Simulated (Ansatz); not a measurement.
# Ta3N5 (Cmcm): the r2SCAN gap against the k mesh of the density

How far can the k mesh of the density be lowered for the gap of Ta3N5 (Cmcm)?

Program: Ansatz 0.2.0. Level of theory: DFT, r2SCAN, plane waves, PAW. Results are calculated unless marked as measured.

### 1. The starting structure

The structure is orthorhombic, space group Cmcm (No. 63). Conventional cell: a = 3.886 Å, b = 10.212 Å, c = 10.262 Å, α = 90.00°, β = 90.00°, γ = 90.00°. Nearest to Ta lie 6 N at 2.04 to 2.14 Å. Ta has 6 N at 1.96 to 2.24 Å nearest. Nearest to N lie 4 Ta at 2.06 to 2.22 Å. Nearest to N lie 3 Ta at 1.96 to 2.04 Å. N has 4 Ta at 2.03 to 2.24 Å nearest. Farther neighbours and most contacts between anions are not listed.

The cell and positions come from the Crystallography Open Database and are kept as given unless a step says otherwise. Spin-orbit coupling is left out unless a step names it. The default PAW set here is soft_2. Its files were made with PBE.

### 2. k mesh of the density: 2×2×1

input.yaml reads:

```yaml
crystal:
  lattice:
    - [1.9431, -5.1059, 0.0]
    - [1.9431, 5.1059, 0.0]
    - [0.0, 0.0, 10.2624]
  atoms:
    - { symbol: Ta, position: [0.8029, 0.1971, 0.25] }
    - { symbol: Ta, position: [0.1971, 0.8029, 0.75] }
    - { symbol: Ta, position: [0.86545, 0.13455, 0.55906] }
    - { symbol: Ta, position: [0.13455, 0.86545, 0.05906] }
    - { symbol: Ta, position: [0.13455, 0.86545, 0.44094] }
    - { symbol: Ta, position: [0.86545, 0.13455, 0.94094] }
    - { symbol: "N", position: [0.23678, 0.76322, 0.25] }
    - { symbol: "N", position: [0.76322, 0.23678, 0.75] }
    - { symbol: "N", position: [0.95299, 0.04701, 0.11949] }
    - { symbol: "N", position: [0.04701, 0.95299, 0.61949] }
    - { symbol: "N", position: [0.04701, 0.95299, 0.88051] }
    - { symbol: "N", position: [0.95299, 0.04701, 0.38051] }
    - { symbol: "N", position: [0.69138, 0.30862, 0.07378] }
    - { symbol: "N", position: [0.30862, 0.69138, 0.57378] }
    - { symbol: "N", position: [0.30862, 0.69138, 0.92622] }
    - { symbol: "N", position: [0.69138, 0.30862, 0.42622] }
kpoints:
  mp_grid: { grid: [2, 2, 1] }
  band_path:
    path:
      - [0.0, 0.0, 0.0]
      - [-0.5, 0.5, 0.0]
      - [-0.28620643, 0.71379357, 0.0]
      - [0.28620643, 0.28620643, 0.0]
      - [0.0, 0.0, 0.5]
      - [0.28620643, 0.28620643, 0.5]
      - [-0.28620643, 0.71379357, 0.5]
      - [-0.5, 0.5, 0.5]
      - [0.143103215, 0.143103215, 0.0]
      - [-0.25, 0.25, 0.0]
    npoints: 1
hamiltonian:
  xc: r2scan
scf:
  occupations: { method: fixed }
  n_extra_bands: 9
output:
  eigenvalues: true
  write_density: true
  write_potential: true
  elf: true
  volumetric_format: npy
```

The run is started by

```bash
> ansatz run input.yaml --threads 3 --pin off --max-ram 92160MiB --backend cuda --events-out ev --progress --plain --runs-dir out --devices 1 --max-vram 13GiB
```

Numbers of over 12 decimals in the logs are rounded to 6 here.

What it wrote:

```text
scf.n_extra_bands = 9 over 64 filled bands (N_el = 128.0): the run solves 73 bands
GPUs: using 1 of 1 available (devices: 1).
Engine: ansatz 0.2.0, x86_64-unknown-linux-gnu
Pseudopotentials: kind: paw
Pseudopotential: Ta, paw, valence charge 13, recommended cutoff 500 eV (meta_gga), Ta.paw.azcp
Pseudopotential: N, paw, valence charge 5, recommended cutoff 500 eV (meta_gga), N.paw.azcp
Functional definition: r2SCAN
  parameter k0 = 0.174
  parameter k1 = 0.065
  parameter a1 = 4.9479
  exchange = r2scan_x(k0 = k0, k1 = k1, a1 = a1)
  correlation = r2scan_c
device memory: the entry about to start is reckoned to put 4.8 GiB on a device that reports 60.7 GiB free (of which the cap on the GPU budget leaves the run 13.0 GiB)
GPU FFT provider: cuFFT
GPU libraries: cuBLAS 13.8.2, cuFFT 12.4.0, cuSOLVER 12.3.4
Crystal: 16 atoms, lattice volume = 203.632 Å³
Basis set: ecut = 500 eV, 5109 PW (Γ), exchange–correlation on 160×160×300 points (64 copies of the dense FFT grid, shifted against one another)
Bands: 73, of which v1, the nominal top of the filled ones, is band 64 counted from 1 (63 counted from 0)
Symmetry: 8 space group operations
Space group: Cmcm (ITA 63), of the structure as read, at distance tolerance 5.9e-5 Å
k-points: 3 of 4
Non-local potential: Ta, projectors of the file, l = 0: 3, l = 1: 2, l = 2: 2, l = 3: 1
Non-local potential: N, projectors of the file, l = 0: 2, l = 1: 2, l = 2: 1
PAW form: soft (Blöchl's): semilocal exchange-correlation on the pseudo side does not see the compensation charge
PAW frozen core: Ta, regenerated for the run's functional (the file was generated under x = pbe(κ = 0.804, μ = 0.219515), c = pbe(β = 0.066725))
PAW frozen core: N, regenerated for the run's functional (the file was generated under x = pbe(κ = 0.804, μ = 0.219515), c = pbe(β = 0.066725))
PAW one-centre angular grid: Ta, 590 points (default); XC on 160 Gauss nodes
PAW one-centre angular grid: N, 302 points (default); XC on 160 Gauss nodes
Initial density: superposition of atomic densities (neutral atoms: chi_scale 0, normalization atom), corrected by the library's trained network
Initial wavefunctions: pseudopotential atomic-orbital guess
GPU buffer pool allocated for 120000 grid points (all kernels)
GPU transforms: local potential and band sums: pruned to the plane-wave sphere, on 40×40×75
Functional: x = r2scan, c = r2scan; τ floored in thin density (d = 2e-4 eV/Å³)
SCF iter   1: F=—  HF=-63534.886807 eV  |F-HF|=—  |Δ(HF+E_count)|=         —  Δρ=1.33e-2  dr2=3.94e-1  dr2_τ=1.44e0  ethr=1.77e-3  ⟨swp⟩=5.0  Hψ=806  notcnv=0  defer=20
preconditioner: auto → Resta (q_TF=auto, 2.525 Å⁻¹)  ε∞=7.2  [insulator: Δε(μ)=1.717 eV  Ē_g=9.377 eV  n_scr=56 (ndim 8)  ℏωp=23.3 eV  f_vac=0.062  ε∞_Penn≈7.2]
SCF iter   2: F=—  HF=-63535.102568 eV  |F-HF|=—  |Δ(HF+E_count)|=   2.16e-1  Δρ=7.07e-3  dr2=5.39e-2  dr2_τ=1.32e-2  ethr=3.08e-4  ⟨swp⟩=2.0  Hψ=378  notcnv=0  defer=21
SCF iter   3: F=—  HF=-63535.105975 eV  |F-HF|=—  |Δ(HF+E_count)|=   3.41e-3  Δρ=2.69e-3  dr2=9.54e-3  dr2_τ=1.19e-3  ethr=4.21e-5  ⟨swp⟩=3.0  Hψ=355  notcnv=0  defer=21
SCF iter   4: F=—  HF=-63535.106995 eV  |F-HF|=—  |Δ(HF+E_count)|=   1.02e-3  Δρ=5.99e-4  dr2=7.25e-4  dr2_τ=1.86e-4  ethr=7.45e-6  ⟨swp⟩=2.0  Hψ=303  notcnv=0  defer=21
SCF iter   5: F=—  HF=-63535.107191 eV  |F-HF|=—  |Δ(HF+E_count)|=   1.95e-4  Δρ=2.16e-4  dr2=1.34e-4  dr2_τ=8.07e-6  ethr=5.66e-7  ⟨swp⟩=2.0  Hψ=332  notcnv=0  defer=18
SCF iter   6: F=—  HF=-63535.106650 eV  |F-HF|=—  |Δ(HF+E_count)|=   5.41e-4  Δρ=6.50e-5  dr2=1.41e-5  dr2_τ=1.06e-6  ethr=1.05e-7  ⟨swp⟩=2.0  Hψ=299  notcnv=0  defer=12
SCF iter   7: F=—  HF=-63535.106852 eV  |F-HF|=—  |Δ(HF+E_count)|=   2.02e-4  Δρ=2.21e-5  dr2=1.29e-6  dr2_τ=1.34e-7  ethr=1.10e-8  ⟨swp⟩=2.0  Hψ=324  notcnv=0  defer=9
SCF iter   8: F=—  HF=-63535.106852 eV  |F-HF|=—  |Δ(HF+E_count)|=   4.66e-7  Δρ=1.23e-5  dr2=3.33e-7  dr2_τ=5.24e-8  ethr=1.01e-9  ⟨swp⟩=2.0  Hψ=332  notcnv=0  defer=9
SCF iter   9: F=-63535.106852 eV  HF=-63535.106852 eV  |F-HF|=1.88e-9  |Δ(HF+E_count)|=   3.87e-9  Δρ=3.37e-6  dr2=2.80e-8  dr2_τ=4.72e-9  ethr=7.81e-11  ⟨swp⟩=12.7  Hψ=771  notcnv=0
SCF 1 converged in 9 iterations: F = -63535.106852 eV  dr2 = 2.80e-8
[...]
device memory: the entry about to start is reckoned to put 2.4 GiB on a device that reports 60.3 GiB free (of which the cap on the GPU budget leaves the run 13.0 GiB)
NSCF: frozen V_eff on 10 k-points
SCF converged after 9 iterations
Free energy (F): -63535.106852 eV
Harris-Foulkes:  -63535.106852 eV  (|F-HF|=1.88e-9)
Internal energy: -63535.106852 eV  (E = F + TS)
E sigma→0 (E₀):  -63535.106852 eV
Fermi energy:    11.702874 eV
--- Per-component energies (eV) ---
  E_band       = -1109.799457
  E_kinetic    = 3505.157265
  E_local      = -7467.749573  (includes V_loc(G=0)·N_el)
  E_nonlocal   = 539.114558
  E_hartree    = 2647.111000
  E_xc         = -1824.544776
  E_vxc        = -2177.040641  (∫ρ·V_xc dr)
  E_paw        = -51825.924097  (= ΣΔE_a)
  E_vpaw       = -918.104121  (= ΣTr[D̂ρ^β])
  E_aug_tail   = 0.000635  (compensation charges beyond the density's cutoff)
  E_vtau       = 114.596194  (kinetic-family band-sum trace: ∫τ·v_τ [+ j·A + Jᵃ·Aᵃ] dr)
  E_ewald      = -9103.438537
  E_core_change = -4.833327  (= ΣΔE_core)
  E_smearing   = -0.000000  (= −TS)
  E_closure    = 0.000000  (closes the sum)
  Σ components = -63535.106852   (vs F -63535.106852, Δ=0.00e0)
--- Band table (eV) ---
  k-point 0: bands = [... 60 lower, 10.8832, 11.1534, 11.3833, 11.7029, 13.5391, 13.8281, 14.2244, 14.5553, ... 5 higher]
  k-point 1: bands = [... 60 lower, 10.6326, 10.6946, 11.1538, 11.3223, 13.8478, 13.8930, 14.7300, 15.0516, ... 5 higher]
  k-point 2: bands = [... 60 lower, 10.7027, 10.7260, 10.9327, 11.3867, 13.3038, 13.9376, 14.4303, 15.0577, ... 5 higher]
```

The job ended after 5.7 s (1 × NVIDIA H100 80GB HBM3 (shared by 6 runs) with 3 threads of AMD EPYC 7R13 (Zen 3), shared host; peak memory 1.3 GiB; 6.5 s of CPU time).

This step gave:

| Item | Value |
| --- | --- |
| gap | 1.551 eV |
| valence top at | k = (0.143, 0.143, 0.000) |
| conduction bottom at | Y |
| least direct gap | 1.814 eV |

The gap is indirect, with the least direct gap 0.26 eV higher.

### 3. k mesh of the density: 4×4×2

Edit input.yaml of step 2 so:

```diff
@@ -23,3 +23,3 @@
 kpoints:
-  mp_grid: { grid: [2, 2, 1] }
+  mp_grid: { grid: [4, 4, 2] }
   band_path:
```

What it wrote:

```text
[...]
GPUs: using 1 of 1 available (devices: 1).
[...]
GPU FFT provider: cuFFT
GPU libraries: cuBLAS 13.8.2, cuFFT 12.4.0, cuSOLVER 12.3.4
Crystal: 16 atoms, lattice volume = 203.632 Å³
Basis set: ecut = 500 eV, 5109 PW (Γ), exchange–correlation on 160×160×300 points (64 copies of the dense FFT grid, shifted against one another)
[...]
--- Band table (eV; the first three rows and the last of 14) ---
  k-point 0: bands = [... 60 lower, 10.8812, 11.1815, 11.4232, 11.7144, 13.5369, 13.8303, 14.2188, 14.5584, ... 5 higher]
  k-point 1: bands = [... 60 lower, 10.9728, 10.9728, 11.1652, 11.1652, 13.7059, 13.7059, 14.5992, 14.5992, ... 5 higher]
  k-point 2: bands = [... 60 lower, 10.7958, 10.9633, 11.1036, 11.6243, 14.0437, 14.6461, 14.7940, 14.9784, ... 5 higher]
  k-point 13: bands = [... 60 lower, 10.5070, 10.5070, 11.1057, 11.1057, 13.6557, 13.6557, 14.7747, 14.7747, ... 5 higher]
[key lines of the parts left out:]
SCF converged after 8 iterations
Free energy (F): -63534.352776 eV
Fermi energy:    11.714379 eV
```

It took 5.3 s on 1 × NVIDIA H100 80GB HBM3 (shared by 6 runs) with 3 threads; peak memory 1.3 GiB; 7.7 s of CPU time.

This step gave:

- gap: 1.541 eV
- valence top at: k = (0.143, 0.143, 0.000)
- conduction bottom at: Y
- least direct gap: 1.799 eV

The gap is 1.541 eV, −0.010 eV from the run before at this level.

### 4. k mesh of the density: 6×6×2 (the default)

input.yaml, the sections that differ from step 3:

```yaml
kpoints:
  mp_grid: { grid: [6, 6, 2] }
  band_path:
    path:
      - [[0.0, 0.0, 0.0], [-0.5, 0.5, 0.0], [-0.28620643, 0.71379357, 0.0]]
      - [[0.28620643, 0.28620643, 0.0], [0.0, 0.0, 0.0], [0.0, 0.0, 0.5], [0.28620643, 0.28620643, 0.5]]
      - [[-0.28620643, 0.71379357, 0.5], [-0.5, 0.5, 0.5], [-0.5, 0.5, 0.0]]
      - [[0.0, 0.0, 0.0], [0.0, 0.5, 0.0], [0.0, 0.5, 0.5], [0.0, 0.0, 0.5], [-0.5, 0.5, 0.5]]
    npoints: 10
scf:
  occupations: { method: fermi_dirac, width: 0.02 }
  n_extra_bands: 9
# crystal, hamiltonian, output: as in step 3
```

What it wrote:

```text
[...]
GPUs: using 1 of 1 available (devices: 1).
[...]
GPU FFT provider: cuFFT
GPU libraries: cuBLAS 13.8.2, cuFFT 12.4.0, cuSOLVER 12.3.4
Crystal: 16 atoms, lattice volume = 203.632 Å³
Basis set: ecut = 500 eV, 5109 PW (Γ), exchange–correlation on 160×160×300 points (64 copies of the dense FFT grid, shifted against one another)
[...]
--- Band table (eV; the first three rows and the last of 26) ---
  k-point 0: bands = [... 60 lower, 10.8794, 11.1769, 11.4183, 11.7103, 13.5383, 13.8314, 14.2204, 14.5597, ... 5 higher]
  k-point 1: bands = [... 60 lower, 10.9684, 10.9684, 11.1615, 11.1615, 13.7070, 13.7070, 14.6004, 14.6004, ... 5 higher]
  k-point 2: bands = [... 60 lower, 10.7904, 11.0233, 11.1313, 11.6085, 14.1061, 14.2551, 14.4122, 14.8203, ... 5 higher]
  k-point 25: bands = [... 60 lower, 10.5031, 10.5031, 11.1009, 11.1009, 13.6562, 13.6562, 14.7746, 14.7746, ... 5 higher]
[key lines of the parts left out:]
SCF converged after 8 iterations
Free energy (F): -63534.391494 eV
Fermi energy:    12.521594 eV
```

The job ended after 13 s (1 × NVIDIA H100 80GB HBM3 (shared by 6 runs) with 3 threads; peak memory 1.4 GiB; 16 s of CPU time).

This step gave:

* gap: 1.545 eV
* valence top at: k = (0.143, 0.143, 0.000)
* conduction bottom at: Y
* least direct gap: 1.805 eV

The gap is 1.545 eV, +0.005 eV from the run before at this level.

### 5. k mesh of the density: 10×10×4

input.yaml, the sections that differ from step 4:

```yaml
kpoints:
  mp_grid: { grid: [10, 10, 4] }
  band_path:
    path:
      - [0.0, 0.0, 0.0]
      - [-0.5, 0.5, 0.0]
      - [-0.28620643, 0.71379357, 0.0]
      - [0.28620643, 0.28620643, 0.0]
      - [0.0, 0.0, 0.5]
      - [0.28620643, 0.28620643, 0.5]
      - [-0.28620643, 0.71379357, 0.5]
      - [-0.5, 0.5, 0.5]
      - [0.143103215, 0.143103215, 0.0]
      - [-0.25, 0.25, 0.0]
    npoints: 1
scf:
  occupations: { method: fixed }
  n_extra_bands: 9
# crystal, hamiltonian, output: as in step 4
```

What it wrote:

```text
[...]
GPUs: using 1 of 1 available (devices: 1).
[...]
GPU FFT provider: cuFFT
GPU libraries: cuBLAS 13.8.2, cuFFT 12.4.0, cuSOLVER 12.3.4
Crystal: 16 atoms, lattice volume = 203.632 Å³
Basis set: ecut = 500 eV, 5109 PW (Γ), exchange–correlation on 160×160×300 points (64 copies of the dense FFT grid, shifted against one another)
[...]
--- Band table (eV; the first three rows and the last of 93) ---
  k-point 0: bands = [... 60 lower, 10.8789, 11.1766, 11.4180, 11.7098, 13.5383, 13.8316, 14.2204, 14.5600, ... 5 higher]
  k-point 1: bands = [... 60 lower, 10.9886, 11.1175, 11.3372, 11.3858, 13.5941, 13.7983, 14.3473, 14.6057, ... 5 higher]
  k-point 2: bands = [... 60 lower, 10.9680, 10.9680, 11.1612, 11.1612, 13.7070, 13.7070, 14.6005, 14.6005, ... 5 higher]
  k-point 92: bands = [... 60 lower, 10.5027, 10.5027, 11.1005, 11.1005, 13.6564, 13.6564, 14.7746, 14.7746, ... 5 higher]
[key lines of the parts left out:]
SCF converged after 8 iterations
Free energy (F): -63534.395584 eV
Fermi energy:    11.730949 eV
```

Wall time 11 s (1 × NVIDIA H100 80GB HBM3 (shared by 6 runs) with 3 threads); peak memory 1.8 GiB.

This step gave:

```yaml
gap: 1.546 eV
valence_top_at: k = (0.143, 0.143, 0.000)
conduction_bottom_at: Y
least_direct_gap: 1.806 eV
```

The gap is 1.546 eV, +0.001 eV from the run before at this level.

### 6. The series

Differences are against the last row; a negative gap means that bands overlap, and a run with a band path holds that path's time. Times are wall times on 1 × NVIDIA H100 80GB HBM3 (shared by 6 runs) with 3 threads of AMD EPYC 7R13 (Zen 3), shared host, good to a factor of about two.

| k mesh of the density | gap (eV) | direct gap (eV) | gap error (eV) | energy error (meV/atom) | irreducible k | time |
| --- | --- | --- | --- | --- | --- | --- |
| 2×2×1 | 1.551 | 1.814 | +0.005 | −44.5 | 3 | 5.7 s |
| 4×4×2 | 1.541 | 1.799 | −0.005 | +2.7 | 14 | 5.3 s |
| 6×6×2 | 1.545 | 1.805 | −0.001 | +0.3 | 26 | 13 s |
| 10×10×4 | 1.546 | 1.806 | +0.000 | +0.0 | 93 | 11 s |

### 7. Summary of results

| Quantity | Value |
| --- | --- |
| 2×2×1 | 1.551 eV |
| 4×4×2 | 1.541 eV |
| 6×6×2 | 1.545 eV |
| 10×10×4 | 1.546 eV |

**Reading.** The gap holds to 0.02 eV from 2×2×1 on, the cheapest setting tried. At 2×2×1 the gap is off by +0.005 eV and the energy by −44 meV/atom. The gap is read over the mesh and added points near the edges, so meshes differ mainly through the density and, for a hybrid, the exchange operator.

[Paths, hosts, dates, memory and timing lines, banners, echoed tables and standing remarks are left out of the program output.]

[Logs are printed without paths, hosts, clocks, repeated set-up lines and the standing remarks that a program may print on its own settings, such as how far it seeks lower states.]

[Runs of the session that timed out or met a known fault of the program may be left out.]

[Cells called generated may have been cut or substituted from an entry of the Crystallography Open Database or the Materials Project.]

[Hosts, paths, dates, database ids (printed as entryN), source tags and the programs' standing remarks are cut or masked in the printed files.]
